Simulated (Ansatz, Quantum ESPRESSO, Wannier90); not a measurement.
# straight Au chain, spacing 2.60 Å: Wannier functions and conductance, part 2 of 5

How many channels does the wire offer, and does a small Wannier basis get them right? The wire: straight Au chain, spacing 2.60 Å.

Quantum ESPRESSO 7.5 and Wannier90 3.1.0; plane-wave DFT, PBE, GBRV ultrasoft pseudopotentials; cross-check by Ansatz 0.2.0 with PAW datasets.

So far. Step 2 (SCF with pw.x): The run needed 9 iterations to bring the estimated error under 1e-07 Ry.

## 4. Neighbour list from wannier90 -pp

Level of this step: maximally localised Wannier functions and ballistic conductance; plane-wave DFT, PBE, GBRV ultrasoft pseudopotentials (Wannier90).

The .win file sets projections and windows: states in the frozen window are kept exactly, the outer window gives room to disentangle.

The input, wan.win:

```
num_wann = 6
num_bands = 17
num_iter = 200
num_print_cycles = 20
conv_tol = 1e-8
conv_window = 5
guiding_centres = true
dis_num_iter = 1500
dis_conv_tol = 1e-8
dis_win_min = -15.4114
dis_win_max = 4.5886
dis_froz_max = -2.9114
search_shells = 120
fermi_energy = -4.4114

transport = true
transport_mode = bulk
one_dim_axis = z
dist_cutoff = 18.1
dist_cutoff_mode = one_dim
tran_win_min = -4.0
tran_win_max = 2.0
tran_energy_step = 0.02

bands_plot = true
bands_num_points = 96
begin kpoint_path
G 0.0 0.0 0.0 Z 0.0 0.0 0.5
end kpoint_path

begin projections
Au:s;d
end projections

begin unit_cell_cart
ang
  8.0000000000 0.0000000000 0.0000000000
  0.0000000000 8.0000000000 0.0000000000
  0.0000000000 0.0000000000 2.6000000000
end unit_cell_cart

begin atoms_frac
  Au 0.0000000000 0.0000000000 0.0000000000
end atoms_frac

mp_grid = 1 1 14
begin kpoints
  0.0 0.0 0.0000000000
  0.0 0.0 0.0714285714
  0.0 0.0 0.1428571429
  0.0 0.0 0.2142857143
  0.0 0.0 0.2857142857
  0.0 0.0 0.3571428571
  0.0 0.0 0.4285714286
  0.0 0.0 0.5000000000
  0.0 0.0 0.5714285714
  0.0 0.0 0.6428571429
  0.0 0.0 0.7142857143
  0.0 0.0 0.7857142857
  0.0 0.0 0.8571428571
  0.0 0.0 0.9285714286
end kpoints
```

Run with:

```
$ OMP_NUM_THREADS=1 wannier90.x -pp wan > wan.pp.log
```

What it wrote:

```text
+---------------------------------------------------+
             |                                                   |
             |                   WANNIER90                       |
             |                                                   |
             +---------------------------------------------------+
             |                                                   |
             |        Welcome to the Maximally-Localized         |
             |        Generalized Wannier Functions code         |
             |                             |
             |                                                   |
             |                                                   |
             |  Wannier90 Developer Group:                       |
             |    Giovanni Pizzi    (EPFL)                       |
             |    Valerio Vitale    (Cambridge)                  |
             |    David Vanderbilt  (Rutgers University)         |
             |    Nicola Marzari    (EPFL)                       |
             |    Ivo Souza         (Universidad del Pais Vasco) |
             |    Arash A. Mostofi  (Imperial College London)    |
             |    Jonathan R. Yates (University of Oxford)       |
             |                                                   |
             |  For the full list of Wannier90 3.x authors,      |
             |  please check the code documentation and the      |
             |  README on the GitHub page of the code            |
             |                                                   |
             |                                                   |
             |  Please cite                                      |
             |                                                   |
             |  [ref] "Wannier90 as a community code:            |
             |        new features and applications",            |
             |        G. Pizzi et al., J. Phys. Cond. Matt. 32,  |
             |        165902 (2020).                             |
             |            |
             |                                                   |
             |  in any publications arising from the use of      |
             |  this code. For the method please cite            |
             |                                                   |
             |  [ref] "Maximally Localized Generalised Wannier   |
             |         Functions for Composite Energy Bands"     |
             |         N. Marzari and D. Vanderbilt              |
             |         Phys. Rev. B 56 12847 (1997)              |
             |                                                   |
             |  [ref] "Maximally Localized Wannier Functions     |
             |         for Entangled Energy Bands"               |
             |         I. Souza, N. Marzari and D. Vanderbilt    |
             |         Phys. Rev. B 65 035109 (2001)             |
             |                                                   |
             |                                                   |
             | Copyright (c) 1996-2020                           |
             |        The Wannier90 Developer Group and          |
             |        individual contributors                    |
             |                                                   |
             |      Release: 3.1.0        5th March    2020      |
             |                                                   |
             | This program is free software; you can            |
             | redistribute it and/or modify it under the terms  |
             | of the GNU General Public License as published by |
             | the Free Software Foundation; either version 2 of |
             | the License, or (at your option) any later version|
             |                                                   |
             | This program is distributed in the hope that it   |
             | will be useful, but WITHOUT ANY WARRANTY; without |
             | even the implied warranty of MERCHANTABILITY or   |
             | FITNESS FOR A PARTICULAR PURPOSE. See the GNU     |
             | General Public License for more details.          |
             |                                                   |
             | You should have received a copy of the GNU General|
             | Public License along with this program; if not,   |
             | write to the Free Software Foundation, Inc.,      |
             | 675 Mass Ave, Cambridge, MA 02139, USA.           |
             |                                                   |
             +---------------------------------------------------+
[date or host left out]
             +---------------------------------------------------+

 ******************************************************************************
 * -> Using CODATA 2006 constant values                                       *
 *    (                      *
 * -> Using Bohr value from CODATA                                            *
 ******************************************************************************

 Running in serial (with parallel executable)

                                    ------
                                    SYSTEM
                                    ------

                              Lattice Vectors (Ang)
                    a_1     8.000000   0.000000   0.000000
                    a_2     0.000000   8.000000   0.000000
                    a_3     0.000000   0.000000   2.600000

                   Unit Cell Volume:     166.40000  (Ang^3)

                        Reciprocal-Space Vectors (Ang^-1)
                    b_1     0.785398   0.000000   0.000000
                    b_2     0.000000   0.785398   0.000000
                    b_3     0.000000   0.000000   2.416610

 *----------------------------------------------------------------------------*
 |   Site       Fractional Coordinate          Cartesian Coordinate (Ang)     |
 +----------------------------------------------------------------------------+
 | Au   1   0.00000   0.00000   0.00000   |    0.00000   0.00000   0.00000    |
 *----------------------------------------------------------------------------*
                                ------------
                                K-POINT GRID
                                ------------

             Grid size =  1 x  1 x 14      Total points =   14

 *---------------------------------- MAIN ------------------------------------*
 |  Number of Wannier Functions               :                 6             |
 |  Number of Objective Wannier Functions     :                 6             |
[...]
|  Write on-site energies <0n|H|0n> to file  :                 F             |
 |  Use guiding centre to control phases      :                 T             |
 |  Use phases for initial projections        :                 F             |
 |  Iterations before starting guiding centres:                 0             |
 |  Iterations between using guiding centres  :                 1             |
 *----------------------------------------------------------------------------*
 *------------------------------- DISENTANGLE --------------------------------*
 |  Using band disentanglement                :                 T             |
 |  Total number of iterations                :              1500             |
 |  Mixing ratio                              :             0.500             |
 |  Convergence tolerence                     :         1.000E-08             |
 |  Convergence window                        :                 3             |
 *----------------------------------------------------------------------------*
 *-------------------------------- PLOTTING ----------------------------------*
 |  Plotting interpolated bandstructure       :                 T             |
 |   Number of K-path sections                :                 1             |
 |   Divisions along first K-path section     :                96             |
 |   Output format                            :           gnuplot             |
 |   Output mode                              :               s-k             |
 *----------------------------------------------------------------------------*
 |   K-space path sections:                                                   |
 |    From: G       0.000  0.000  0.000     To: Z       0.000  0.000  0.500   |
 *----------------------------------------------------------------------------*
 *------------------------------- TRANSPORT ----------------------------------*
 |  Transport mode                            :              bulk             |
 |   Hamiltonian from external files          :                 F             |
 |   System extended in                       :                 z             |
 |   Centre of the unit cell to which WF are translated (fract. coords):      |
 |                                       0.000000,    0.000000,    0.000000   |
 |  Fermi energy (eV)                         :            -4.411             |
 *----------------------------------------------------------------------------*
 Time to read parameters        0.003 (sec)

 *---------------------------------- K-MESH ----------------------------------*
 +----------------------------------------------------------------------------+
 |                    Distance to Nearest-Neighbour Shells                    |
 |                    ------------------------------------                    |
 |          Shell             Distance (Ang^-1)          Multiplicity         |
 |          -----             -----------------          ------------         |
 |             1                   0.172615                      2            |
 |             2                   0.345230                      2            |
 |             3                   0.517845                      2            |
 |             4                   0.690460                      2            |
 |             5                   0.785398                      4            |
 |             6                   0.804143                      8            |
 |             7                   0.857924                      8            |
 |             8                   0.863075                      2            |
 |             9                   0.940752                      8            |
 |            10                   1.035690                      2            |
 |            11                   1.045746                      8            |
 |            12                   1.110721                      4            |
 |            13                   1.124054                      8            |
 |            14                   1.163136                      8            |
 |            15                   1.166940                      8            |
 |            16                   1.208305                      2            |
[...]
|           113                   2.914754                     16            |
 |           114                   2.920830                      8            |
 |           115                   2.922347                      8            |
 |           116                   2.929501                     16            |
 |           117                   2.934455                      2            |
 |           118                   2.960397                     16            |
 |           119                   2.976820                      8            |
 |           120                   2.987349                     16            |
 +----------------------------------------------------------------------------+
 | The b-vectors are chosen automatically                                     |
 | The following shells are used:   1,  5                                     |
 +----------------------------------------------------------------------------+
 |                        Shell   # Nearest-Neighbours                        |
 |                        -----   --------------------                        |
 |                          1               2                                 |
 |                          5               4                                 |
 +----------------------------------------------------------------------------+
 | Completeness relation is fully satisfied [Eq. (B1), PRB 56, 12847 (1997)]  |
 +----------------------------------------------------------------------------+
 |                  b_k Vectors (Ang^-1) and Weights (Ang^2)                  |
 |                  ----------------------------------------                  |
 |            No.         b_k(x)      b_k(y)      b_k(z)        w_b           |
 |            ---        --------------------------------     --------        |
 |             1         0.000000    0.000000    0.172615    16.780814        |
 |             2         0.000000    0.000000   -0.172615    16.780814        |
 |             3         0.785398    0.000000    0.000000     0.810569        |
 |             4         0.000000    0.785398    0.000000     0.810569        |
 |             5         0.000000   -0.785398    0.000000     0.810569        |
 |             6        -0.785398    0.000000    0.000000     0.810569        |
 +----------------------------------------------------------------------------+
 |                           b_k Directions (Ang^-1)                          |
 |                           -----------------------                          |
 |            No.           x           y           z                         |
 |            ---        --------------------------------                     |
 |             1         0.000000    0.000000    0.172615                     |
 |             2         0.785398    0.000000    0.000000                     |
 |             3         0.000000    0.785398    0.000000                     |
 +----------------------------------------------------------------------------+

 Time to get kmesh              0.010 (sec)
 *============================================================================*
 |                              MEMORY ESTIMATE                               |
 |         Maximum RAM allocated during each phase of the calculation         |
 *============================================================================*
 |                        Disentanglement            0.57 Mb                  |
 |                            Wannierise:            0.18 Mb                  |
 |                          plot_wannier:            0.18 Mb                  |
 *----------------------------------------------------------------------------*

 Starting a new Wannier90 calculation ...

 Time to write kmesh            0.014 (sec)

 Exiting... wan.nnkp written.
```

Wall time 0.61 s (1 MPI rank of AMD EPYC 9R45, shared host); peak memory 0.08 GiB.

## 5. Overlaps and projections

pw2wannier90.x computes the overlaps between neighbouring k-points and the projections.

The input, wan.p2w.in:

```
&inputpp
  prefix = 'nscf'
  outdir = './out'
  seedname = 'wan'
  write_mmn = .true.
  write_amn = .true.
  write_unk = .false.
/
```

Run with:

```
$ OMP_NUM_THREADS=1 mpirun -n 2 pw2wannier90.x -in wan.p2w.in > wan.p2w.out
```

What it wrote:

```text
[banner, memory and clock lines left out]
Program PW2WANNIER v.7.5 starts

          URL

     Reading nscf_save data

     ./out/nscf.save/

     IMPORTANT: XC functional enforced from input :
     Exchange-correlation= PBE
                           (   1   4   3   4   0   0   0)
     Any further DFT definition will be discarded
     Please, verify this is what you really want

     Check: negative core charge=   -0.000001

     negative rho (up, down):  3.627E-05 0.000E+00
     Reading collected, re-writing distributed wavefunctions

      Spin CASE ( default = unpolarized )

  Wannier mode is: standalone

  -----------------
  *** Reading nnkp
  -----------------

  Checking info from wannier.nnkp file

  - Real lattice is ok
  - Reciprocal lattice is ok
  - K-points are ok
  - Number of wannier functions is ok (  6)
  - All guiding functions are given

  Projections:
    0.000000    0.000000    0.000000  0  1  1    1.000000
    0.000000    0.000000    0.000000  2  1  1    1.000000
    0.000000    0.000000    0.000000  2  2  1    1.000000
    0.000000    0.000000    0.000000  2  3  1    1.000000
    0.000000    0.000000    0.000000  2  4  1    1.000000
    0.000000    0.000000    0.000000  2  5  1    1.000000

  Reading data about k-point neighbours

  All neighbours are found

  Opening pp-files

  *** Compute  A projections

  Number of local k points =       14
       1       2       3       4       5       6       7       8       9      10
      11      12      13      14
  AMN calculated

  ---------------
  *** Compute  M
  ---------------

  Number of local k points =       14
       1       2       3       4       5       6       7       8       9      10
      11      12      13      14
  MMN calculated

  *** Orbital terms are not computed

  *** SHC terms are not computed

  ----------------
  *** Write bands
  ----------------

  *** Plot info is not printed

  *** Parity info is not printed

  ------------
  *** Stop pp
  ------------

     Internal routines:
```

Run time: 2.6 s. Hardware: 2 MPI ranks; peak memory 0.16 GiB.

[end of part 2 of 5]

[Logs are printed without paths, hosts, clocks, repeated set-up lines and the standing remarks that a program may print on its own settings, such as how far it seeks lower states.]

[Hosts, paths, dates, database ids (printed as entryN), source tags and the programs' standing remarks are cut or masked in the printed files.]

[Maps of the electrostatic potential energy from Ansatz leave out the sawtooth potential of an applied field or a dipole correction, so their vacuum need not be flat; planar profiles and work functions include it.]
